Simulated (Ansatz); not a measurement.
**Work function of Co(0001): what the settings cost and change**

How far do functional and pseudopotentials move the work function of Co(0001), and at what cost?

Program: Ansatz 0.2.0. Level of theory: plane-wave DFT, PBE, Ansatz PAW, in the first sound run; inputs show where later runs differ. Values are calculated unless marked as measured.

## 1. Starting point

The cell holds 7 atoms: 7 Co. Cell: a = 2.510 Å, b = 2.510 Å, c = 30.214 Å, α = 90.0°, β = 90.0°, γ = 60.0°. Vacuum lies along c.

Coordinates:

```cif
data_structure
_symmetry_space_group_name_H-M 'P 1'
_symmetry_Int_Tables_number 1
_cell_length_a 2.5100
_cell_length_b 2.5100
_cell_length_c 30.2137
_cell_angle_alpha 90.000
_cell_angle_beta 90.000
_cell_angle_gamma 60.000
_cell_volume 164.85
loop_
_atom_site_label
_atom_site_type_symbol
_atom_site_fract_x
_atom_site_fract_y
_atom_site_fract_z
_atom_site_occupancy
Co1 Co 0.00000 0.00000 0.29788 1
Co2 Co 0.66667 0.66667 0.36525 1
Co3 Co 0.00000 0.00000 0.43263 1
Co4 Co 0.66667 0.66667 0.50000 1
Co5 Co 0.00000 0.00000 0.56737 1
Co6 Co 0.66667 0.66667 0.63475 1
Co7 Co 0.00000 0.00000 0.70212 1
```

## 2. Run, setting PBE, Ansatz PAW (420 eV)

A work function rests on the faint tail of the density, so the SCF threshold is tight. PBE on the default files comes first; the next runs keep the geometry and change functional or files, each at the cutoff that its files recommend; a relaxation and, for heavy metals, spin-orbit coupling close the ladder.

Input file input.yaml:

```yaml
crystal:
  lattice:
    - [2.51, 0.0, 0.0]
    - [1.255, 2.1737237635, 0.0]
    - [0.0, 0.0, 30.21366]
  atoms:
    - { symbol: Co, position: [0.0, 0.0, 0.2978785093], spin: 1.7 }
    - { symbol: Co, position: [0.6666666667, 0.6666666667, 0.3652523395], spin: 1.7 }
    - { symbol: Co, position: [0.0, 0.0, 0.4326261698], spin: 1.7 }
    - { symbol: Co, position: [0.6666666667, 0.6666666667, 0.5], spin: 1.7 }
    - { symbol: Co, position: [0.0, 0.0, 0.5673738302], spin: 1.7 }
    - { symbol: Co, position: [0.6666666667, 0.6666666667, 0.6347476605], spin: 1.7 }
    - { symbol: Co, position: [0.0, 0.0, 0.7021214907], spin: 1.7 }
magnetization:
  spin_polarized: true
kpoints:
  mp_grid: { grid: [19, 19, 1] }
hamiltonian:
  xc: pbe
scf:
  occupations: { method: fermi_dirac, width: 0.1 }
  convergence: { dr2_threshold: 1.0e-09 }
efield:
  axis: 3
  dipole_correction: true
  ramp_position: 0.97
  ramp_width: 0.06
output:
  write_potential: true
  write_density: true
  volumetric_format: npy
  elf: true
```

On the command line:

```sh
> ansatz run input.yaml --threads 4 --pin off --max-ram 6144MiB --backend cpu --events-out ev --progress --plain --runs-dir out
```

What it wrote:

```text
Engine: ansatz 0.2.0, aarch64-unknown-linux-gnu
Pseudopotentials: kind: paw
Pseudopotential: Co, paw, valence charge 17, recommended cutoff 420 eV (normal), Co.paw.azcp
Functional definition: PBE
  parameter kappa = 0.804
  parameter beta = 0.066725
  exchange = pbe_x(kappa = kappa, mu = beta*pi^2/3)
  correlation = pbe_c(beta = beta)
Crystal: 7 atoms, lattice volume = 164.847 Å³
Basis set: ecut = 420 eV, 3239 PW (Γ)
Bands: 79, of which v1, the nominal top of the filled ones, is band 60 counted from 1 (59 counted from 0)
Symmetry: 6 space group operations
k-points: 40 of 361 (time reversal used)
Non-local potential: Co, projectors of the file, l = 0: 3, l = 1: 2, l = 2: 3, l = 3: 1
PAW form: soft (Blöchl's): semilocal exchange-correlation on the pseudo side does not see the compensation charge
PAW one-centre angular grid: Co, 590 points (default); XC on 64 Gauss nodes
Initial density: superposition of atomic densities (neutral atoms: chi_scale 0, normalization atom)
Starting moments: Σ|m| = 11.9 μB on 7 of 7 sites
Initial wavefunctions: pseudopotential atomic-orbital guess
Functional: x = pbe(κ = 0.804, μ = 0.219515), c = pbe(β = 0.066725)
SCF iter   1: F=—  HF=-35878.922077 eV  |F-HF|=—  |Δ(HF+E_count)|=         —  Δρ=7.13e-2 (↑1.69e-2 ↓7.13e-2)  dr2=1.23e1  dr2_m=2.20e0  M=12.437 μB ∫|m|=12.864 μB  β_m=1.00  ethr=3.10e-3  p=0.000 e·Å  D=2.36e-13 V/Å  ΔV_dip=-0.00 eV  dr2_dipole=6.40e-7  V_vac-E_F(+/−)=7.54/7.54 eV  ⟨swp⟩=9.5  Hψ=29984  notcnv=0  defer=126
Mixer restart at iter 1: flushing history
efield: sawtooth ramp at fractional position 0.9700 (set: `efield.ramp_position`, or a place that a band, a saddle search or an elastic batch's reference lends), width 0.0600; the density the first Hamiltonian is built on has a dipole p = 0.000 e·Å; the dipole correction subtracts the counter field D = 2.36e-13 V/Å, which shifts the + side's vacuum level by -0.00 eV against the − side's; the planar-averaged density in the ramp window peaks in size at 1.5e-5 e/Å³
preconditioner: auto → LDOS  [metal: Δε(μ)=0.003 eV  Ē_g=7.441 eV  σ=0.100 eV  W_gap=0.01  n_scr=24 (ndim 8)  ℏωp=23.0 eV  f_vac=0.487  D(μ)=7.21/eV (n_scr^D=26)]
spin=Collinear: LDOS preconditioning applied to the charge; magnetization (m = ρ↑ − ρ↓) channel mixes plain (no charge-response kernel on spin).
SCF iter   2: F=—  HF=-35877.234843 eV  |F-HF|=—  |Δ(HF+E_count)|=    1.69e0  Δρ=1.65e-2 (↑1.65e-2 ↓8.29e-3)  dr2=6.69e-1  dr2_m=1.74e-1  M=12.347 μB ∫|m|=13.310 μB  β_m=0.33  ethr=3.10e-3  p=-0.000 e·Å  D=-7.82e-6 V/Å  ΔV_dip=0.00 eV  dr2_dipole=3.50e-13  V_vac-E_F(+/−)=6.51/6.51 eV  ⟨swp⟩=2.6  Hψ=11061  notcnv=0  defer=307
density mixer auto → msr1: a metal under ldos (density of states about μ 2.94 of a free-electron gas's, 24 screened modes)
SCF iter   3: F=—  HF=-35879.362331 eV  |F-HF|=—  |Δ(HF+E_count)|=    2.13e0  Δρ=7.29e-3 (↑7.29e-3 ↓6.84e-3)  dr2=1.29e-1  dr2_m=5.89e-2  M=12.176 μB ∫|m|=13.253 μB  β_m=0.48  ethr=5.63e-4  p=-0.000 e·Å  D=-3.92e-6 V/Å  ΔV_dip=0.00 eV  dr2_dipole=1.38e-12  V_vac-E_F(+/−)=5.97/5.97 eV  ⟨swp⟩=2.7  Hψ=10435  notcnv=0  defer=310
SCF iter   4: F=—  HF=-35881.185148 eV  |F-HF|=—  |Δ(HF+E_count)|=    1.82e0  Δρ=7.70e-3 (↑5.75e-3 ↓7.70e-3)  dr2=1.72e-1  dr2_m=2.91e-2  M=11.959 μB ∫|m|=13.122 μB  β_m=0.51  ethr=1.08e-4  p=-0.000 e·Å  D=-7.00e-7 V/Å  ΔV_dip=0.00 eV  dr2_dipole=1.48e-8  V_vac-E_F(+/−)=5.36/5.36 eV  ⟨swp⟩=3.0  Hψ=13376  notcnv=0  defer=304
SCF iter   5: F=—  HF=-35881.549303 eV  |F-HF|=—  |Δ(HF+E_count)|=   3.64e-1  Δρ=2.76e-3 (↑2.50e-3 ↓2.76e-3)  dr2=3.37e-2  dr2_m=1.28e-3  M=11.849 μB ∫|m|=12.996 μB  β_m=0.62  ethr=1.08e-4  p=-0.000 e·Å  D=-4.07e-6 V/Å  ΔV_dip=0.00 eV  dr2_dipole=2.83e-8  V_vac-E_F(+/−)=5.21/5.21 eV  ⟨swp⟩=2.1  Hψ=11617  notcnv=0  defer=318
SCF iter   6: F=—  HF=-35881.626322 eV  |F-HF|=—  |Δ(HF+E_count)|=   7.70e-2  Δρ=1.51e-3 (↑1.51e-3 ↓1.41e-3)  dr2=9.31e-3  dr2_m=5.48e-4  M=11.798 μB ∫|m|=12.965 μB  β_m=0.81  ethr=2.83e-5  p=0.000 e·Å  D=2.28e-7 V/Å  ΔV_dip=-0.00 eV  dr2_dipole=3.47e-9  V_vac-E_F(+/−)=5.13/5.13 eV  ⟨swp⟩=2.3  Hψ=12155  notcnv=0  defer=319
SCF iter   7: F=—  HF=-35881.653266 eV  |F-HF|=—  |Δ(HF+E_count)|=   2.69e-2  Δρ=9.41e-4 (↑7.96e-4 ↓9.41e-4)  dr2=3.92e-3  dr2_m=8.68e-5  M=11.736 μB ∫|m|=12.932 μB  β_m=0.66  ethr=7.82e-6  p=-0.000 e·Å  D=-1.76e-6 V/Å  ΔV_dip=0.00 eV  dr2_dipole=5.85e-9  V_vac-E_F(+/−)=5.02/5.02 eV  ⟨swp⟩=2.4  Hψ=12066  notcnv=0  defer=359
SCF iter   8: F=—  HF=-35881.652252 eV  |F-HF|=—  |Δ(HF+E_count)|=   1.01e-3  Δρ=1.86e-4 (↑1.86e-4 ↓1.62e-4)  dr2=1.91e-4  dr2_m=4.51e-6  M=11.728 μB ∫|m|=12.930 μB  β_m=0.65  ethr=3.29e-6  p=0.000 e·Å  D=2.02e-7 V/Å  ΔV_dip=-0.00 eV  dr2_dipole=2.29e-9  V_vac-E_F(+/−)=4.99/4.99 eV  ⟨swp⟩=3.1  Hψ=13248  notcnv=0  defer=369
SCF iter   9: F=—  HF=-35881.652482 eV  |F-HF|=—  |Δ(HF+E_count)|=   2.30e-4  Δρ=1.16e-4 (↑1.04e-4 ↓1.16e-4)  dr2=3.83e-5  dr2_m=6.42e-6  M=11.731 μB ∫|m|=12.933 μB  β_m=0.64  ethr=1.60e-7  p=-0.000 e·Å  D=-1.81e-7 V/Å  ΔV_dip=0.00 eV  dr2_dipole=2.10e-9  V_vac-E_F(+/−)=4.99/4.99 eV  ⟨swp⟩=2.3  Hψ=9703  notcnv=0  defer=368
SCF iter  10: F=—  HF=-35881.652507 eV  |F-HF|=—  |Δ(HF+E_count)|=   2.45e-5  Δρ=6.76e-5 (↑3.35e-5 ↓6.76e-5)  dr2=1.19e-5  dr2_m=9.01e-7  M=11.732 μB ∫|m|=12.934 μB  β_m=0.63  ethr=3.22e-8  p=0.000 e·Å  D=1.29e-7 V/Å  ΔV_dip=-0.00 eV  dr2_dipole=8.27e-10  V_vac-E_F(+/−)=4.99/4.99 eV  ⟨swp⟩=2.5  Hψ=10879  notcnv=0  defer=367
SCF iter  11: F=—  HF=-35881.652510 eV  |F-HF|=—  |Δ(HF+E_count)|=   3.74e-6  Δρ=2.29e-5 (↑2.16e-5 ↓2.29e-5)  dr2=1.59e-6  dr2_m=1.99e-7  M=11.732 μB ∫|m|=12.935 μB  β_m=0.58  ethr=9.96e-9  p=-0.000 e·Å  D=-5.94e-8 V/Å  ΔV_dip=0.00 eV  dr2_dipole=5.82e-10  V_vac-E_F(+/−)=4.98/4.98 eV  ⟨swp⟩=2.6  Hψ=11307  notcnv=0  defer=366
SCF iter  12: F=—  HF=-35881.652511 eV  |F-HF|=—  |Δ(HF+E_count)|=   2.16e-7  Δρ=1.18e-5 (↑4.72e-6 ↓1.18e-5)  dr2=2.52e-7  dr2_m=7.69e-8  M=11.732 μB ∫|m|=12.935 μB  β_m=0.69  ethr=1.33e-9  p=0.000 e·Å  D=6.80e-8 V/Å  ΔV_dip=-0.00 eV  dr2_dipole=1.53e-10  V_vac-E_F(+/−)=4.98/4.98 eV  ⟨swp⟩=2.5  Hψ=10243  notcnv=0  defer=366
SCF iter  13: F=—  HF=-35881.652511 eV  |F-HF|=—  |Δ(HF+E_count)|=   1.11e-7  Δρ=5.17e-6 (↑5.17e-6 ↓4.46e-6)  dr2=8.28e-8  dr2_m=4.15e-9  M=11.732 μB ∫|m|=12.935 μB  β_m=0.57  ethr=2.11e-10  p=-0.000 e·Å  D=-1.17e-7 V/Å  ΔV_dip=0.00 eV  dr2_dipole=9.46e-10  V_vac-E_F(+/−)=4.98/4.98 eV  ⟨swp⟩=2.8  Hψ=12234  notcnv=0  defer=366
SCF iter  14: F=—  HF=-35881.652511 eV  |F-HF|=—  |Δ(HF+E_count)|=   3.17e-9  Δρ=2.61e-6 (↑1.46e-6 ↓2.61e-6)  dr2=1.60e-8  dr2_m=1.37e-9  M=11.732 μB ∫|m|=12.935 μB  β_m=0.52  ethr=6.96e-11  p=0.000 e·Å  D=8.55e-8 V/Å  ΔV_dip=-0.00 eV  dr2_dipole=6.05e-10  V_vac-E_F(+/−)=4.98/4.98 eV  ⟨swp⟩=2.8  Hψ=11779  notcnv=0  defer=366
SCF iter  15: F=—  HF=-35881.652511 eV  |F-HF|=—  |Δ(HF+E_count)|=  8.66e-10  Δρ=1.13e-6 (↑5.83e-7 ↓1.13e-6)  dr2=1.88e-9  dr2_m=4.50e-10  M=11.732 μB ∫|m|=12.935 μB  β_m=0.65  ethr=1.34e-11  p=-0.000 e·Å  D=-3.18e-8 V/Å  ΔV_dip=0.00 eV  dr2_dipole=4.08e-11  V_vac-E_F(+/−)=4.98/4.98 eV  ⟨swp⟩=2.3  Hψ=9439  notcnv=0  defer=366
SCF iter  16: F=—  HF=-35881.652511 eV  |F-HF|=—  |Δ(HF+E_count)|=  5.68e-10  Δρ=6.33e-7 (↑6.33e-7 ↓4.37e-7)  dr2=1.36e-9  dr2_m=1.48e-10  M=11.732 μB ∫|m|=12.935 μB  β_m=0.57  ethr=1.58e-12  p=0.000 e·Å  D=5.15e-8 V/Å  ΔV_dip=-0.00 eV  dr2_dipole=2.66e-10  V_vac-E_F(+/−)=4.98/4.98 eV  ⟨swp⟩=2.9  Hψ=12509  notcnv=0  defer=366
SCF iter  17: F=-35881.652511 eV  HF=-35881.652511 eV  |F-HF|=5.09e-10  |Δ(HF+E_count)|=   3.06e-9  Δρ=3.73e-7 (↑1.95e-7 ↓3.73e-7)  dr2=5.11e-10  dr2_m=3.26e-11  M=11.732 μB ∫|m|=12.935 μB  ethr=1.00e-12  p=-0.000 e·Å  D=-9.15e-9 V/Å  ΔV_dip=0.00 eV  dr2_dipole=1.21e-13  V_vac-E_F(+/−)=4.98/4.98 eV  ⟨swp⟩=11.0  Hψ=28740  notcnv=0
SCF 1 converged in 17 iterations: F = -35881.652511 eV  dr2 = 5.11e-10
  greatest PAW one-centre occupation: 1.002 electrons in one spin orbital (limit 2), on the Co atom at site 0 (counted from 0), in its partial waves of l = 1
WARN: The output density's exchange-correlation potential varies sharply where the density is thin. Do not read a vacuum level from v_tot or v_xc, or from such a field of the output density. On a cell that repeats whose density bears no net charge and no dipole along the vacuum's axis use v_es (v_loc + v_h of the components); under efield.dipole_correction with no amplitude use v_es + v_field, which holds any externa [...]
SCF converged after 17 iterations
Magnetization: 11.7324 μB (65.3662 up, 53.6338 down)
Absolute magnetization: 12.9388 μB (∫|ρ↑−ρ↓|, with the PAW one-centre terms)
Spin contamination: 0.2415 ħ² per cell (⟨S²⟩ above its minimum at these occupations)
Per-site moments (μB) at R_I (Å): [(1.817119, 1.030734), (1.748136, 1.030734), (1.706769, 1.030734), (1.712606, 1.030734), (1.706769, 1.030734), (1.748136, 1.030734), (1.817119, 1.030734)]
Free energy (F): -35881.652511 eV
Harris-Foulkes:  -35881.652511 eV  (|F-HF|=5.09e-10)
Internal energy: -35881.411218 eV  (E = F + TS)
E sigma→0 (E₀):  -35881.531864 eV
Entropy (-TS):   -0.241293 eV (-34.470 meV/atom)
Fermi energy:    6.021182 eV
Dipole field:    D = 0.000001 V/Å  (p = 0.000000 e·Å, saw-weighted, corrected)
Work function:   Φ+ = 4.9837 eV   Φ− = 4.9837 eV
Levels:          The Fermi level and band energies are counted from a zero that moves with the ramp; work functions are not
--- Per-component energies (eV) ---
  E_band       = -3209.128622
  E_kinetic    = 3166.193861
  E_local      = -354795.410993  (includes V_loc(G=0)·N_el)
  E_nonlocal   = 3184.078361
  E_hartree    = 175044.724218
  E_xc         = -1108.037829
  E_vxc        = -1429.419911  (∫ρ·V_xc dr)
  E_paw        = -10608.733632  (= ΣΔE_a)
  E_vpaw       = -3424.030434  (= ΣTr[D̂ρ^β])
  E_aug_tail   = 0.000565  (compensation charges beyond the density's cutoff)
  E_efield     = 0.000000  (sawtooth field / dipole correction)
  E_vefield    = 0.000000  (∫n·V_field dr)
  E_ewald      = 149235.774232
  E_smearing   = -0.241293  (= −TS)
  E_closure    = -0.000000  (closes the sum)
  Σ components = -35881.652511   (vs F -35881.652511, Δ=0.00e0)
--- Band table (eV; the first three rows and the last of 80) ---
  k-point 0 ↑: bands = [... 56 lower, 4.3277, 4.3277, 4.4212, 4.5808, 4.5808, 4.8173, 4.8173, 4.9610, ... 15 higher]
  k-point 1 ↑: bands = [... 56 lower, 4.2253, 4.3098, 4.3139, 4.5707, 4.5835, 4.7132, 4.8113, 4.8117, ... 15 higher]
  k-point 2 ↑: bands = [... 56 lower, 4.0775, 4.1907, 4.2841, 4.3892, 4.5272, 4.5465, 4.7715, 4.7972, ... 15 higher]
  k-point 39 ↓: bands = [... 56 lower, 6.7812, 6.9024, 6.9493, 6.9860, 7.0209, 7.0837, 7.0905, 10.7926, ... 15 higher]
```

Elapsed: 2.8 min, on 4 threads of Arm Neoverse N1, shared host; peak memory 1.3 GiB.

In the SCF lines HF is the Harris–Foulkes energy and dr2 the Hartree energy of the density residual, in eV; the loop may stop once dr2 is under the threshold and the program's other checks hold. Hψ counts applications of the Hamiltonian.

Numbers from this step:

- energy at zero smearing: -35881.5319 eV
- total moment: 11.73 μB
- site moments: 1.817, 1.748, 1.707, 1.713, 1.707, 1.748, 1.817 μB
- work function, upper face: 4.984 eV

Running mean over 2.03561 Å of the planar mean; the ramp of the sawtooth is left out. Electron's electrostatic potential energy less the Fermi level against z:

```csv
z (Å),electron's electrostatic potential energy less the Fermi level (eV)
3.5,4.98
4.0,4.98
4.5,4.98
5.0,4.98
5.5,4.97
6.0,4.92
6.5,4.76
7.0,4.21
7.5,1.91
8.0,-3.45
8.5,-8.55
9.0,-10.3
9.5,-10.5
10.0,-10.5
10.5,-10.5
11.0,-10.5
11.5,-10.5
12.0,-10.5
12.5,-10.5
13.0,-10.5
13.5,-10.5
14.0,-10.5
14.5,-10.5
15.0,-10.5
15.5,-10.5
16.0,-10.5
16.5,-10.5
17.0,-10.5
17.5,-10.5
18.0,-10.5
18.5,-10.5
19.0,-10.5
19.5,-10.5
20.0,-10.5
20.5,-10.5
21.0,-10.4
21.5,-9.68
22.0,-5.94
22.5,-0.0935
23.0,3.59
23.5,4.61
24.0,4.88
24.5,4.95
25.0,4.97
25.5,4.98
26.0,4.98
26.5,4.98
```

Site moment by atom:

| atom | site moment (μB) |
| --- | --- |
| Co1 | 1.82 |
| Co2 | 1.75 |
| Co3 | 1.71 |
| Co4 | 1.71 |
| Co5 | 1.71 |
| Co6 | 1.75 |
| Co7 | 1.82 |

Spin density in the ca plane at fractional y = 0.000, with atoms of Co within 0.2 Å of it.

Ten even steps from '0' (0.0 e/Å³) to '9' (5.6 e/Å³), each cell a mean:
```
00000002520000000015300000000154000000000000
00000000100000000001000000000010000000000000
00000000000000000000000000000000000000000000
00000000000000000000000000000000000000000000
00000000000000000000000000000000000000000000
00000000000000000000000000000000000000000000
00000001310000000013200000000032000000000000
00000004930000000029500000000297100000000000
```
Columns run along c (16.0 Å, from fractional 0.34 to 0.87 of the cell), rows up along a (2.5 Å). Atoms in or near the plane, at fractional coordinates: Co at (0.43, 0.00), Co at (0.57, 0.00), Co at (0.70, 0.00).

Electrostatic potential energy in the ca plane at fractional y = 0.000, with atoms of Co within 0.2 Å of it. With pseudopotentials it is smooth inside the atoms' cores, unlike the true potential.

Values in eV, 5 rows by 16 columns, each cell a mean:
```
  5   5 -27 -32   5   5 -21 -37   5   5 -16 -41   5  11  11  11
 -2  -2  -2  -4   0  -4   0  -6   1  -5   1  -7   8  11  11  11
 -7  -7   5   5  -4  -9   5   4  -1 -12   6   4   9  11  11  11
  2   2 -12 -15   3   1  -8 -18   3   0  -5 -21   7  11  11  11
  6   6 -32 -38   6   6 -27 -43   5   6 -21 -47   4  11  11  11
```
Columns run along c (16.0 Å, from fractional 0.34 to 0.87 of the cell; values clipped at the 3rd and 97th percentile), rows up along a (2.5 Å). Atoms in or near the plane, at fractional coordinates: Co at (0.43, 0.00), Co at (0.57, 0.00), Co at (0.70, 0.00).

ELF in the ca plane at fractional y = 0.000, with atoms of Co within 0.2 Å of it. It is the smooth field of the valence electrons, not physical close to the nuclei.

Ten even steps from '0' (0.00) to '9' (0.97), each cell a mean:
```
33233227962232232269722332332488410000000000
22122213431221122134312221222244211100000000
21111221112211112211122111122111122110000000
11221232223212212322232122112222332210000000
11211222122212212221222112112212222110000000
21112212321221122123212211122122111100000000
32223226752232232257622322232377311000000000
33333238972233332279832333332599510000000000
```
Columns run along c (16.0 Å, from fractional 0.34 to 0.87 of the cell), rows up along a (2.5 Å). Atoms in or near the plane, at fractional coordinates: Co at (0.43, 0.00), Co at (0.57, 0.00), Co at (0.70, 0.00).

The work function is 4.984 eV.

## 3. Slab

This step: plane-wave DFT, LDA, Ansatz PAW (Ansatz 0.2.0).

input.yaml: that of step 2 with these lines changed.

```diff
@@ -18,3 +18,3 @@
 hamiltonian:
-  xc: pbe
+  xc: lda
 scf:
@@ -31,2 +31 @@
   volumetric_format: npy
-  elf: true
```

What it wrote:

```text
[...]
Crystal: 7 atoms, lattice volume = 164.847 Å³
Basis set: ecut = 420 eV, 3239 PW (Γ)
Bands: 79, of which v1, the nominal top of the filled ones, is band 60 counted from 1 (59 counted from 0)
Symmetry: 6 space group operations
k-points: 40 of 361 (time reversal used)
[...]
k-point 1 ↑: bands = [... 56 lower, 3.9120, 4.0467, 4.0537, 4.3098, 4.3132, 4.4340, 4.5382, 4.5511, ... 15 higher]
  k-point 2 ↑: bands = [... 56 lower, 3.8083, 3.9109, 4.0219, 4.1049, 4.2525, 4.2846, 4.5044, 4.5361, ... 15 higher]
  k-point 39 ↓: bands = [... 56 lower, 6.3140, 6.4600, 6.4966, 6.5598, 6.5961, 6.6510, 6.6579, 10.4713, ... 15 higher]
[key lines of the parts left out:]
SCF converged after 18 iterations
Magnetization: 11.4546 μB (65.2273 up, 53.7727 down)
Free energy (F): -35436.966740 eV
Fermi energy:    5.616035 eV
Dipole field:    D = -0.000002 V/Å  (p = -0.000002 e·Å, saw-weighted, corrected)
Work function:   Φ+ = 5.3319 eV   Φ− = 5.3319 eV
```

The job ended after 3.3 min (4 threads; peak memory 1.3 GiB; 9 min of CPU time).

The work function is 5.332 eV, +0.348 eV from the run “PBE, Ansatz PAW (420 eV)”, at 1.1 times its CPU time.

## 4. Slab

This step: plane-wave DFT, PBEsol, Ansatz PAW (Ansatz 0.2.0).

input.yaml: that of step 3 with these lines changed.

```diff
@@ -18,3 +18,3 @@
 hamiltonian:
-  xc: lda
+  xc: pbesol
 scf:
```

What it wrote:

```text
[...]
Crystal: 7 atoms, lattice volume = 164.847 Å³
Basis set: ecut = 420 eV, 3239 PW (Γ)
Bands: 79, of which v1, the nominal top of the filled ones, is band 60 counted from 1 (59 counted from 0)
Symmetry: 6 space group operations
k-points: 40 of 361 (time reversal used)
[...]
k-point 1 ↑: bands = [... 56 lower, 4.0760, 4.1858, 4.1919, 4.4478, 4.4547, 4.5820, 4.6857, 4.6871, ... 15 higher]
  k-point 2 ↑: bands = [... 56 lower, 3.9527, 4.0583, 4.1612, 4.2559, 4.4012, 4.4231, 4.6500, 4.6725, ... 15 higher]
  k-point 39 ↓: bands = [... 56 lower, 6.6218, 6.7530, 6.7960, 6.8441, 6.8800, 6.9392, 6.9457, 10.6548, ... 15 higher]
[key lines of the parts left out:]
SCF converged after 17 iterations
Magnetization: 11.7191 μB (65.3596 up, 53.6404 down)
Free energy (F): -35649.037661 eV
Fermi energy:    5.871537 eV
Dipole field:    D = -0.000004 V/Å  (p = -0.000004 e·Å, saw-weighted, corrected)
Work function:   Φ+ = 5.1064 eV   Φ− = 5.1062 eV
```

It took 2.7 min on 4 threads; peak memory 1.3 GiB; 8.1 min of CPU time.

The work function is 5.106 eV, +0.123 eV from the run “PBE, Ansatz PAW (420 eV)”, at 0.98 times its CPU time.

## 5. Slab

This step: plane-wave DFT, RPBE, Ansatz PAW (Ansatz 0.2.0).

input.yaml: that of step 4 with these lines changed.

```diff
@@ -18,3 +18,3 @@
 hamiltonian:
-  xc: pbesol
+  xc: rpbe
 scf:
```

What it wrote:

```text
[...]
Crystal: 7 atoms, lattice volume = 164.847 Å³
Basis set: ecut = 420 eV, 3239 PW (Γ)
Bands: 79, of which v1, the nominal top of the filled ones, is band 60 counted from 1 (59 counted from 0)
Symmetry: 6 space group operations
k-points: 40 of 361 (time reversal used)
[...]
k-point 1 ↑: bands = [... 56 lower, 4.3578, 4.4205, 4.4241, 4.6796, 4.6947, 4.8281, 4.9185, 4.9267, ... 15 higher]
  k-point 2 ↑: bands = [... 56 lower, 4.1948, 4.3063, 4.3947, 4.5066, 4.6445, 4.6555, 4.8864, 4.9042, ... 15 higher]
  k-point 39 ↓: bands = [... 56 lower, 6.9599, 7.0740, 7.1207, 7.1542, 7.1873, 7.2522, 7.2582, 10.9296, ... 15 higher]
[key lines of the parts left out:]
SCF converged after 18 iterations
Magnetization: 11.8085 μB (65.4042 up, 53.5958 down)
Free energy (F): -35916.070818 eV
Fermi energy:    6.180565 eV
Dipole field:    D = -0.000004 V/Å  (p = -0.000004 e·Å, saw-weighted, corrected)
Work function:   Φ+ = 4.8166 eV   Φ− = 4.8164 eV
```

It took 2.6 min on 4 threads; peak memory 1.3 GiB.

The work function is 4.817 eV, -0.167 eV from the run “PBE, Ansatz PAW (420 eV)”, at 1.0 times its CPU time.

(Part 1 of 2 ends here.)

[Long decimals in the printed logs are rounded to 6 places.]

[Logs are printed without paths, hosts, clocks, repeated set-up lines and the standing remarks that a program may print on its own settings, such as how far it seeks lower states.]

[Hosts, paths, dates, database ids (printed as entryN), source tags and the programs' standing remarks are cut or masked in the printed files.]

[Maps of the electrostatic potential energy from Ansatz leave out the sawtooth potential of an applied field or a dipole correction, so their vacuum need not be flat; planar profiles and work functions include it.]
